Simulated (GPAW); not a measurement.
Records of electronic-structure calculations.

```xyz
7
Lattice="2.872 0.000 0.000 -1.436 2.487 0.000 0.000 0.000 18.000" Properties=species:S:1:pos:R:3 subject="A GW chain in GPAW: Si2WN4 (MoSi2N4-type monolayer)" method="DFT, LDA, plane waves, PAW (and 1 further level or step)" program="GPAW 26.7.0" settings_of_one_run="cutoff 700 eV, GPAW PAW setups 1.2.1 data release, 9×9×1 k-mesh" cost="4 runs, 7.2 min in all on 4 MPI ranks of Arm Neoverse V2, shared host (the runs of this entry)" notes="Values taken over the cell’s volume include its vacuum. The start is a generated structure, not a measured one. Limits: no spin-orbit coupling. Bands and cutoff are finite, so the gap is not at the basis limit. The miss can reach some tenths of an eV and take either sign; the mesh is an error of its own." lda_gap="2.07 eV, indirect" g0w0_gap_on_the_mesh="3.22 eV" gw_settings="9×9×1 mesh, 97 bands, screening to 48 eV, full frequency, Hilbert transform" known_limits="not at the basis limit; no spin-orbit coupling"
W     0.000    0.000    9.000
N     0.000    1.658   10.234
N     0.000    1.658    7.766
Si    0.000    1.658   11.969
Si    0.000    1.658    6.031
N     1.436    0.829   12.472
N     1.436    0.829    5.528
```

[Paths, hosts, dates, memory and timing lines, banners, echoed tables and standing remarks are left out of the program output.]

[Logs are printed without paths, hosts, clocks, repeated set-up lines and the standing remarks that a program may print on its own settings, such as how far it seeks lower states.]

[Runs of the session that timed out or met a known fault of the program may be left out.]

[Hosts, paths, dates, database ids (printed as entryN), source tags and the programs' standing remarks are cut or masked in the printed files.]
